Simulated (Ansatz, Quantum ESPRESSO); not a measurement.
# Screening and band shifts of honeycomb PN, 1 layer, part 3 of 6

Wanted: polarisability and gap of honeycomb PN, 1 layer against a perpendicular field.

Quantum ESPRESSO 7.5; plane-wave DFT, PBE, GBRV ultrasoft pseudopotentials; geometry and cross-check by Ansatz 0.2.0 with PAW datasets.

So far. Step 3 (Ground state: no field): The run needed 11 iterations to bring the estimated error under 1e-09 Ry; the largest force on any atom, held or free, is 0.02 eV/Å. Step 4 (Potential by pp.x): The vacuum is flat to 0.1 meV/Å, so its level is well defined. Inside the slab the curve depends on the local part of the pseudopotentials; only the vacuum level has a meaning of its own.

### 5. Band structure: no field

A bands run reads the converged density and follows the path given under K_POINTS.

Contents of f0.bands.in:

```
&control
  prefix = 'f0.bands'
  outdir = './out'
  pseudo_dir = './pseudo'
  calculation = 'bands'
  tefield = .true.
  dipfield = .true.
/
&system
  ibrav = 0
  nat = 2
  ntyp = 2
  ecutwfc = 40
  ecutrho = 200
  occupations = 'smearing'
  smearing = 'fd'
  degauss = 0.004
  edir = 3
  emaxpos = 0.97
  eopreg = 0.04
  eamp = 0.0
  nbnd = 11
/
&electrons
  conv_thr = 1e-07
  mixing_beta = 0.4
  electron_maxstep = 120
  mixing_mode = 'local-TF'
/
ATOMIC_SPECIES
  N   14.0070  n_pbe_v1.2.uspp.F.UPF
  P   30.9738  p_pbe_v1.5.uspp.F.UPF
CELL_PARAMETERS angstrom
  2.72801635451678 -0.00000000000000 -0.00000000000000
  -1.36400817725839 2.36253146495095 -0.00000000000000
  -0.00000000000000 -0.00000000000000 17.86000000000000
ATOMIC_POSITIONS crystal
  N   0.666666666667 0.333333333333 0.475724596647
  P   0.333333333333 0.666666666667 0.524275403353
K_POINTS crystal_b
4
  0.0000000000 0.0000000000 0.0000000000 14
  0.5000000000 0.0000000000 0.0000000000 14
  0.3333333333 0.3333333333 0.0000000000 14
  0.0000000000 0.0000000000 0.0000000000 1
```

Command:

```
$ cp -r out/f0.save out/f0.bands.save
$ cp out/f0.xml out/f0.bands.xml
$ OMP_NUM_THREADS=1 mpirun -n 2 pw.x -nk 2 -in f0.bands.in > f0.bands.out
```

Output:

```text
[banner, memory and clock lines left out]
Program PWSCF v.7.5 starts

          URL

     Presently no symmetry can be used with electric field

     Atomic positions and unit cell read from directory:
     ./out/f0.bands.save/

     G-vector sticks info

     bravais-lattice index     =            0
     lattice parameter (alat)  =       5.1552  a.u.
     unit-cell volume          =     776.7882 (a.u.)^3
     number of atoms/cell      =            2
     number of atomic types    =            2
     number of electrons       =        10.00
     number of Kohn-Sham states=           11
     kinetic-energy cutoff     =      40.0000  Ry
     charge density cutoff     =     200.0000  Ry
     Exchange-correlation=  SLA  PW   PBX  PBC
                           (   1   4   3   4   0   0   0)

     celldm(1)=   5.155204  celldm(2)=   0.000000  celldm(3)=   0.000000
     celldm(4)=   0.000000  celldm(5)=   0.000000  celldm(6)=   0.000000

     crystal axes: (cart. coord. in units of alat)
               a(1) = (   1.000000  -0.000000  -0.000000 )
               a(2) = (  -0.500000   0.866025  -0.000000 )
               a(3) = (  -0.000000  -0.000000   6.546882 )

     reciprocal axes: (cart. coord. in units 2 pi/alat)
               b(1) = (  1.000000  0.577350  0.000000 )
               b(2) = (  0.000000  1.154701  0.000000 )
               b(3) = (  0.000000  0.000000  0.152744 )

     PseudoPot. # 1 for N  read from file:
     ./pseudo/n_pbe_v1.2.uspp.F.UPF
     Pseudo is Ultrasoft + core correction, Zval =  5.0
     Generated by new atomic code, or converted to UPF format
     Using radial grid of  729 points,  4 beta functions with:
                l(1) =   0
                l(2) =   0
                l(3) =   1
                l(4) =   1
     Q(r) pseudized with  8 coefficients,  rinner =    0.900   0.900   0.900

     PseudoPot. # 2 for P  read from file:
     ./pseudo/p_pbe_v1.5.uspp.F.UPF
     Pseudo is Ultrasoft + core correction, Zval =  5.0
     Generated by new atomic code, or converted to UPF format
     Using radial grid of  903 points,  6 beta functions with:
                l(1) =   0
                l(2) =   0
                l(3) =   1
                l(4) =   1
                l(5) =   2
                l(6) =   2
     Q(r) pseudized with  8 coefficients,  rinner =    1.300   1.300   1.300
                                                       1.300   1.300

     atomic species   valence    mass     pseudopotential
     N                 5.00    14.00700     N ( 1.00)
     P                 5.00    30.97380     P ( 1.00)

     No symmetry found

   Cartesian axes

     site n.     atom                  positions (alat units)
         1        N      tau(   1) = (   0.5000000   0.2886751   3.1145126  )
         2        P      tau(   2) = (  -0.0000000   0.5773503   3.4323690  )

     number of k points=    43  Fermi-Dirac smearing, width (Ry)=  0.0040
                       cart. coord. in units 2pi/alat
        k(    1) = (   0.0000000   0.0000000   0.0000000), wk =   0.0465116
        k(    2) = (   0.0357143   0.0206197   0.0000000), wk =   0.0465116
        k(    3) = (   0.0714286   0.0412393   0.0000000), wk =   0.0465116
        k(    4) = (   0.1071429   0.0618590   0.0000000), wk =   0.0465116
        k(    5) = (   0.1428571   0.0824786   0.0000000), wk =   0.0465116
        k(    6) = (   0.1785714   0.1030983   0.0000000), wk =   0.0465116
        k(    7) = (   0.2142857   0.1237179   0.0000000), wk =   0.0465116
        k(    8) = (   0.2500000   0.1443376   0.0000000), wk =   0.0465116
        k(    9) = (   0.2857143   0.1649572   0.0000000), wk =   0.0465116
        k(   10) = (   0.3214286   0.1855769   0.0000000), wk =   0.0465116
        k(   11) = (   0.3571429   0.2061965   0.0000000), wk =   0.0465116
        k(   12) = (   0.3928571   0.2268162   0.0000000), wk =   0.0465116
        k(   13) = (   0.4285714   0.2474358   0.0000000), wk =   0.0465116
        k(   14) = (   0.4642857   0.2680555   0.0000000), wk =   0.0465116
        k(   15) = (   0.5000000   0.2886751   0.0000000), wk =   0.0465116
        k(   16) = (   0.4880952   0.3092948   0.0000000), wk =   0.0465116
        k(   17) = (   0.4761905   0.3299144   0.0000000), wk =   0.0465116
        k(   18) = (   0.4642857   0.3505341   0.0000000), wk =   0.0465116
        k(   19) = (   0.4523810   0.3711537   0.0000000), wk =   0.0465116
        k(   20) = (   0.4404762   0.3917734   0.0000000), wk =   0.0465116
        k(   21) = (   0.4285714   0.4123930   0.0000000), wk =   0.0465116
        k(   22) = (   0.4166667   0.4330127   0.0000000), wk =   0.0465116
        k(   23) = (   0.4047619   0.4536324   0.0000000), wk =   0.0465116
        k(   24) = (   0.3928571   0.4742520   0.0000000), wk =   0.0465116
        k(   25) = (   0.3809524   0.4948717   0.0000000), wk =   0.0465116
        k(   26) = (   0.3690476   0.5154913   0.0000000), wk =   0.0465116
        k(   27) = (   0.3571429   0.5361110   0.0000000), wk =   0.0465116
        k(   28) = (   0.3452381   0.5567306   0.0000000), wk =   0.0465116
        k(   29) = (   0.3333333   0.5773503   0.0000000), wk =   0.0465116
        k(   30) = (   0.3095238   0.5361110   0.0000000), wk =   0.0465116
        k(   31) = (   0.2857143   0.4948717   0.0000000), wk =   0.0465116
        k(   32) = (   0.2619048   0.4536324   0.0000000), wk =   0.0465116
        k(   33) = (   0.2380952   0.4123930   0.0000000), wk =   0.0465116
        k(   34) = (   0.2142857   0.3711537   0.0000000), wk =   0.0465116
        k(   35) = (   0.1904762   0.3299144   0.0000000), wk =   0.0465116
        k(   36) = (   0.1666667   0.2886751   0.0000000), wk =   0.0465116
        k(   37) = (   0.1428571   0.2474358   0.0000000), wk =   0.0465116
        k(   38) = (   0.1190476   0.2061965   0.0000000), wk =   0.0465116
        k(   39) = (   0.0952381   0.1649572   0.0000000), wk =   0.0465116
        k(   40) = (   0.0714286   0.1237179   0.0000000), wk =   0.0465116
        k(   41) = (   0.0476190   0.0824786   0.0000000), wk =   0.0465116
        k(   42) = (   0.0238095   0.0412393   0.0000000), wk =   0.0465116
        k(   43) = (   0.0000000   0.0000000   0.0000000), wk =   0.0465116

     Dense  grid:    37153 G-vectors     FFT dimensions: (  24,  24, 160)

     Smooth grid:    26601 G-vectors     FFT dimensions: (  24,  24, 135)

     The potential is recalculated from file :
     ./out/f0.bands.save/charge-density

     negative rho (up, down):  2.179E-04 0.000E+00

     Adding external electric field

     Computed dipole along edir(3) :
        Dipole                0.0511 Ry au,          0.1299 Debye
        Dipole field          0.0008 Ry au,

        Potential amp.       -0.0536 Ry
        Total length         32.4005 bohr

     Starting wfcs are    8 randomized atomic wfcs +    3 random wfcs

     Band Structure Calculation
     Davidson diagonalization with overlap

     ethr =  1.00E-09,  avg # of iterations = 65.5

     End of band structure calculation

          k = 0.0000 0.0000 0.0000 (  3319 PWs)   bands (ev):

   -23.5702 -11.8407  -6.3660  -6.3660  -4.7499   0.6945   2.2736   2.7715
     2.7715   2.8452   3.4343

          k = 0.0357 0.0206 0.0000 (  3315 PWs)   bands (ev):

   -23.5441 -11.8174  -6.5292  -6.4019  -4.7127   0.7902   2.3087   2.6725
     2.8189   2.8952   3.4647

          k = 0.0714 0.0412 0.0000 (  3295 PWs)   bands (ev):

   -23.4658 -11.7487  -6.9659  -6.5053  -4.6252   1.0294   2.3135   2.5520
     2.9527   3.0076   3.5571

          k = 0.1071 0.0619 0.0000 (  3291 PWs)   bands (ev):

   -23.3360 -11.6391  -7.5805  -6.6646  -4.5175   1.2468   2.0967   2.7358
     3.1497   3.1851   3.7147

          k = 0.1429 0.0825 0.0000 (  3295 PWs)   bands (ev):

   -23.1558 -11.4998  -8.2902  -6.8645  -4.4011   1.1061   2.1285   3.0453
     3.3762   3.4230   3.9442

          k = 0.1786 0.1031 0.0000 (  3287 PWs)   bands (ev):

   -22.9270 -11.3622  -9.0152  -7.0883  -4.2823   0.6650   2.3800   3.3982
     3.5953   3.7022   4.2538

          k = 0.2143 0.1237 0.0000 (  3289 PWs)   bands (ev):

   -22.6522 -11.3252  -9.6235  -7.3210  -4.1707   0.1473   2.6214   3.7257
     3.7757   4.0288   4.6291

          k = 0.2500 0.1443 0.0000 (  3313 PWs)   bands (ev):

   -22.3351 -11.6054  -9.8754  -7.5499  -4.0823  -0.3795   2.7380   3.8996
     4.0192   4.4475   5.0310

          k = 0.2857 0.1650 0.0000 (  3323 PWs)   bands (ev):

   -21.9815 -12.2122  -9.7443  -7.7647  -4.0411  -0.8830   2.6816   3.9658
     4.3784   4.9469   5.4415

          k = 0.3214 0.1856 0.0000 (  3325 PWs)   bands (ev):

   -21.6001 -12.9300  -9.4323  -7.9574  -4.0794  -1.3311   2.5233   3.9854
     4.8282   5.5043   5.8655

          k = 0.3571 0.2062 0.0000 (  3341 PWs)   bands (ev):

   -21.2045 -13.6434  -9.0429  -8.1222  -4.2282  -1.6885   2.3558   3.9748
     5.3155   6.0786   6.3403

          k = 0.3929 0.2268 0.0000 (  3345 PWs)   bands (ev):

   -20.8171 -14.2947  -8.6230  -8.2544  -4.4916  -1.9347   2.2273   3.9499
     5.7357   6.6202   6.9613

          k = 0.4286 0.2474 0.0000 (  3339 PWs)   bands (ev):

   -20.4736 -14.8334  -8.3509  -8.2163  -4.8211  -2.0807   2.1484   3.9232
     5.9863   7.2400   7.6930

          k = 0.4643 0.2681 0.0000 (  3353 PWs)   bands (ev):

   -20.2269 -15.1995  -8.4096  -7.8929  -5.1158  -2.1540   2.1101   3.9039
     6.0920   7.9683   8.4290

          k = 0.5000 0.2887 0.0000 (  3350 PWs)   bands (ev):

   -20.1353 -15.3313  -8.4293  -7.7621  -5.2402  -2.1760   2.0992   3.8968
     6.1190   8.5394   8.8267

          k = 0.4881 0.3093 0.0000 (  3336 PWs)   bands (ev):

   -20.1296 -15.3239  -8.5022  -7.7396  -5.2347  -2.1349   2.1265   3.8521
     6.1339   8.5505   8.8358

          k = 0.4762 0.3299 0.0000 (  3324 PWs)   bands (ev):

   -20.1124 -15.3019  -8.6980  -7.6879  -5.2188  -2.0207   2.2096   3.7255
     6.1764   8.5817   8.8628

          k = 0.4643 0.3505 0.0000 (  3328 PWs)   bands (ev):

   -20.0841 -15.2656  -8.9806  -7.6257  -5.1931  -1.8569   2.3516   3.5364
     6.2420   8.6269   8.9068

          k = 0.4524 0.3712 0.0000 (  3328 PWs)   bands (ev):

   -20.0452 -15.2156  -9.3223  -7.5582  -5.1588  -1.6746   2.5548   3.3107
     6.3266   8.6782   8.9676

          k = 0.4405 0.3918 0.0000 (  3326 PWs)   bands (ev):

   -19.9968 -15.1529  -9.7017  -7.4852  -5.1174  -1.5046   2.8024   3.0926
     6.4281   8.7253   9.0455

          k = 0.4286 0.4124 0.0000 (  3324 PWs)   bands (ev):

   -19.9398 -15.0789 -10.1008  -7.4059  -5.0710  -1.3718   2.7826   3.2137
     6.5457   8.7565   9.1412

          k = 0.4167 0.4330 0.0000 (  3314 PWs)   bands (ev):

   -19.8760 -14.9956 -10.5044  -7.3202  -5.0219  -1.2917   2.5814   3.5982
     6.6799   8.7626   9.2529

          k = 0.4048 0.4536 0.0000 (  3315 PWs)   bands (ev):

   -19.8074 -14.9060 -10.8984  -7.2289  -4.9734  -1.2690   2.4055   4.0362
     6.8324   8.7407   9.3731

          k = 0.3929 0.4743 0.0000 (  3305 PWs)   bands (ev):

   -19.7366 -14.8143 -11.2694  -7.1341  -4.9292  -1.2979   2.2707   4.4937
     7.0072   8.6962   9.4828

          k = 0.3810 0.4949 0.0000 (  3303 PWs)   bands (ev):

   -19.6671 -14.7263 -11.6034  -7.0390  -4.8936  -1.3637   2.1777   4.9360
     7.2111   8.6412   9.5474

          k = 0.3690 0.5155 0.0000 (  3307 PWs)   bands (ev):

   -19.6032 -14.6496 -11.8848  -6.9486  -4.8701  -1.4464   2.1209   5.3205
     7.4523   8.5923   9.5376

          k = 0.3571 0.5361 0.0000 (  3301 PWs)   bands (ev):

   -19.5499 -14.5924 -12.0978  -6.8702  -4.8601  -1.5246   2.0913   5.6055
     7.7251   8.5695   9.4716

          k = 0.3452 0.5567 0.0000 (  3299 PWs)   bands (ev):

   -19.5132 -14.5605 -12.2287  -6.8138  -4.8610  -1.5800   2.0795   5.7687
     7.9682   8.6006   9.4004

          k = 0.3333 0.5774 0.0000 (  3285 PWs)   bands (ev):

   -19.4995 -14.5520 -12.2718  -6.7920  -4.8641  -1.6001   2.0771   5.8177
     8.0614   8.6581   9.3717

          k = 0.3095 0.5361 0.0000 (  3303 PWs)   bands (ev):

   -19.5650 -14.5511 -12.1226  -6.8995  -4.8257  -1.5179   2.0763   5.6790
     7.7904   8.3508   9.4626

          k = 0.2857 0.4949 0.0000 (  3313 PWs)   bands (ev):

   -19.7756 -14.4571 -11.7525  -7.2241  -4.6812  -1.2938   2.0615   5.3812
     7.1878   8.0164   8.9938

          k = 0.2619 0.4536 0.0000 (  3317 PWs)   bands (ev):

   -20.1187 -14.1967 -11.2527  -7.6941  -4.4640  -0.9794   2.0418   5.0273
     6.5328   7.7070   8.0527

          k = 0.2381 0.4124 0.0000 (  3309 PWs)   bands (ev):

   -20.5503 -13.7725 -10.6763  -8.2213  -4.2423  -0.6259   2.0536   4.6484
     5.9457   7.1385   7.2439

          k = 0.2143 0.3712 0.0000 (  3319 PWs)   bands (ev):

   -21.0220 -13.2195 -10.0595  -8.7409  -4.0719  -0.2715   2.1376   4.2357
     5.4597   6.4141   6.5112

          k = 0.1905 0.3299 0.0000 (  3317 PWs)   bands (ev):

   -21.4961 -12.5829  -9.4810  -9.1542  -3.9850   0.0644   2.3084   3.7851
     5.0258   5.7078   5.9458

          k = 0.1667 0.2887 0.0000 (  3303 PWs)   bands (ev):

   -21.9470 -11.9309  -9.6209  -8.7453  -3.9870   0.3839   2.5300   3.3287
     4.5797   5.0495   5.5179

          k = 0.1429 0.2474 0.0000 (  3299 PWs)   bands (ev):

   -22.3580 -11.4229  -9.7158  -8.1563  -4.0612   0.7049   2.6434   2.9799
     4.1578   4.4722   5.0944

          k = 0.1190 0.2062 0.0000 (  3315 PWs)   bands (ev):

   -22.7180 -11.2864  -9.3473  -7.6206  -4.1809   1.0485   2.3440   2.9520
     3.8182   3.9848   4.6634

          k = 0.0952 0.1650 0.0000 (  3305 PWs)   bands (ev):

   -23.0198 -11.4072  -8.6476  -7.1672  -4.3206   1.4159   1.9681   2.8619
     3.5398   3.6114   4.2334

          k = 0.0714 0.1237 0.0000 (  3301 PWs)   bands (ev):

   -23.2585 -11.5766  -7.8626  -6.8124  -4.4616   1.4851   1.9210   2.6823
     3.2467   3.3398   3.8526

          k = 0.0476 0.0825 0.0000 (  3303 PWs)   bands (ev):

   -23.4311 -11.7188  -7.1310  -6.5620  -4.5927   1.1308   2.2773   2.5147
     3.0114   3.0719   3.6039

          k = 0.0238 0.0412 0.0000 (  3297 PWs)   bands (ev):

   -23.5354 -11.8096  -6.5805  -6.4145  -4.7014   0.8206   2.3197   2.6430
     2.8355   2.9090   3.4750

          k = 0.0000 0.0000 0.0000 (  3319 PWs)   bands (ev):

   -23.5702 -11.8407  -6.3660  -6.3660  -4.7499   0.6945   2.2736   2.7715
     2.7715   2.8452   3.4343

     XML data file, pseudopotentials, collected wavefunctions

                                        0.00s GPU  (    1550 calls)
```

Wall time 24 s (2 MPI ranks of Arm Neoverse V1, shared host); peak memory 0.12 GiB.

This step gave:

| Property | Result |
| --- | --- |
| valence top, on the run's zero | -3.985 eV |
| gap by band count | 1.809 eV |

Band numbers count within the set of bands kept for display. Electronic bands along the path, in eV, zero at the highest filled level of the SCF mesh; v1 is the highest filled band, c1 the lowest empty one:

```csv
point,v4,v3,v2,v1,c1,c2,c3,c4
Γ,-7.85,-2.38,-2.38,-0.76,4.68,6.26,6.76,6.76
halfway,-7.62,-5.89,-3.56,-0.10,3.61,6.72,7.89,8.01
M,-11.34,-4.44,-3.78,-1.25,1.81,6.09,7.88,10.11
halfway,-11.01,-6.52,-3.33,-1.03,2.70,6.57,7.59,10.67
K,-10.57,-8.28,-2.81,-0.88,2.39,6.06,9.80,12.05
halfway,-7.94,-5.63,-4.76,0.00,4.37,6.52,7.32,8.57
Γ,-7.85,-2.38,-2.38,-0.76,4.68,6.26,6.76,6.76
```

The electronic bands as a text plot (rows in eV, shown from -8.0 to 6.8 only):

```
    6.5 |+++++  ++++++++        ++++++             ++++++  ++++++
    5.9 |    +++        ++++++++      +++++++++++++      ++++
    5.3 |  +++++                                        ++++++
    4.7 |++     +                                   ++++      +++
    4.1 |        ++                                +
    3.4 |          +                           ++++
    2.8 |           +++           +++++     +++
    2.2 |              ++++    +++     +++++
    1.6 |                  ++++
    1.0 |
    0.3 |
   -0.3 |    *************                    ***************
   -0.9 |****             ***   **************               ****
   -1.5 |                    ***
   -2.1 |**                                                   ***
   -2.7 | ******                      ******               *****
   -3.4 |    *  ****            ******      **          ***  *
   -4.0 |           ************              ***     **   **
   -4.6 |     **        ********                 ** **   **
   -5.2 |       *    ***        *                  *    *
   -5.8 |        ****            **              ** ****
   -6.5 |                          *           **
   -7.1 |       ***                 **        *         *
   -7.7 |*******   *                  *     **      **** ********
         Γ                   M           K                      Γ
```

Along this path the valence top lies between K and Γ and the conduction bottom at M.

### 6. Ground state: field 0.1 V/Å

eamp is the field in Hartree atomic units (1 a.u. = 51.42 V/Å). With dipfield on, it is the field in the vacuum beside an isolated sheet. The run starts from the density of the one before.

Contents of f1.in:

```
&control
  prefix = 'f1'
  outdir = './out'
  pseudo_dir = './pseudo'
  calculation = 'scf'
  tprnfor = .true.
  tefield = .true.
  dipfield = .true.
/
&system
  ibrav = 0
  nat = 2
  ntyp = 2
  ecutwfc = 40
  ecutrho = 200
  occupations = 'smearing'
  smearing = 'fd'
  degauss = 0.004
  edir = 3
  emaxpos = 0.97
  eopreg = 0.04
  eamp = 0.00194469
/
&electrons
  conv_thr = 1e-09
  mixing_beta = 0.4
  electron_maxstep = 120
  mixing_mode = 'plain'
  startingpot = 'file'
/
ATOMIC_SPECIES
  N   14.0070  n_pbe_v1.2.uspp.F.UPF
  P   30.9738  p_pbe_v1.5.uspp.F.UPF
CELL_PARAMETERS angstrom
  2.72801635451678 -0.00000000000000 -0.00000000000000
  -1.36400817725839 2.36253146495095 -0.00000000000000
  -0.00000000000000 -0.00000000000000 17.86000000000000
ATOMIC_POSITIONS crystal
  N   0.666666666667 0.333333333333 0.475724596647
  P   0.333333333333 0.666666666667 0.524275403353
K_POINTS automatic
  12 12 1 0 0 0
```

Command:

```
$ cp -r out/f0.save out/f1.save
$ OMP_NUM_THREADS=1 mpirun -n 2 pw.x -nk 2 -in f1.in > f1.out
```

Output:

```text
[banner, memory and clock lines left out]
Program PWSCF v.7.5 starts
[...]
number of electrons       =        10.00
     number of Kohn-Sham states=            9
     kinetic-energy cutoff     =      40.0000  Ry
     charge density cutoff     =     200.0000  Ry
[...]
number of k points=    74  Fermi-Dirac smearing, width (Ry)=  0.0040
[...]
Dense  grid:    37153 G-vectors     FFT dimensions: (  24,  24, 160)
[...]
The initial density is read from file :
[...]
negative rho (up, down):  2.179E-04 0.000E+00
[...]
Starting wfcs are    8 randomized atomic wfcs +    1 random wfcs
[...]
negative rho (up, down):  2.177E-04 0.000E+00
[...]
estimated scf accuracy    <       0.00069455 Ry
[...]
negative rho (up, down):  2.173E-04 0.000E+00
[...]
estimated scf accuracy    <       0.00098628 Ry
[...]
negative rho (up, down):  2.177E-04 0.000E+00
[...]
estimated scf accuracy    <       0.00000206 Ry
[...]
negative rho (up, down):  2.179E-04 0.000E+00
[...]
estimated scf accuracy    <       0.00000113 Ry
[...]
negative rho (up, down):  2.180E-04 0.000E+00
[...]
estimated scf accuracy    <       0.00000003 Ry
[...]
negative rho (up, down):  2.181E-04 0.000E+00
[...]
Computed dipole along edir(3) :
        Dipole                0.0710 Ry au,          0.1804 Debye
        Dipole field          0.0011 Ry au,
        E field amplitude [Ha a.u.]:  1.9447E-03
        Potential amp.        0.0516 Ry
        Total length         32.4005 bohr
[...]
the Fermi energy is    -2.9995 ev
!    total energy              =     -35.61533249 Ry
     estimated scf accuracy    <          9.3E-10 Ry
     smearing contrib. (-TS)   =      -0.00000000 Ry
     internal energy E=F+TS    =     -35.61533249 Ry
[...]
one-electron contribution =    -229.57384710 Ry
     hartree contribution      =     116.32542708 Ry
     xc contribution           =     -11.32907717 Ry
     ewald contribution        =      88.96235923 Ry
     electric field correction =      -0.00019453 Ry
     convergence has been achieved in   6 iterations
     negative rho (up, down):  2.181E-04 0.000E+00
[...]
Total force =     0.000525     Total SCF correction =     0.000053
[...]
```

The job ended after 21 s (2 MPI ranks; peak memory 0.18 GiB).

This step gave:

- free energy: -484.5713 eV
- Fermi energy: -2.999 eV
- dipole along the normal: 0.03756 e·Å
- valence top, on the run's zero: -3.949 eV
- conduction bottom, on the run's zero: -2.138 eV
- gap by band count: 1.810 eV

The dipole goes from 0.0270 to 0.0376 e Å, 0.1051 e Å per V/Å.

(Part 3 of 6 ends here.)

[Logs are printed without paths, hosts, clocks, repeated set-up lines and the standing remarks that a program may print on its own settings, such as how far it seeks lower states.]

[Hosts, paths, dates, database ids (printed as entryN), source tags and the programs' standing remarks are cut or masked in the printed files.]

[Maps of the electrostatic potential energy from Ansatz leave out the sawtooth potential of an applied field or a dipole correction, so their vacuum need not be flat; planar profiles and work functions include it.]
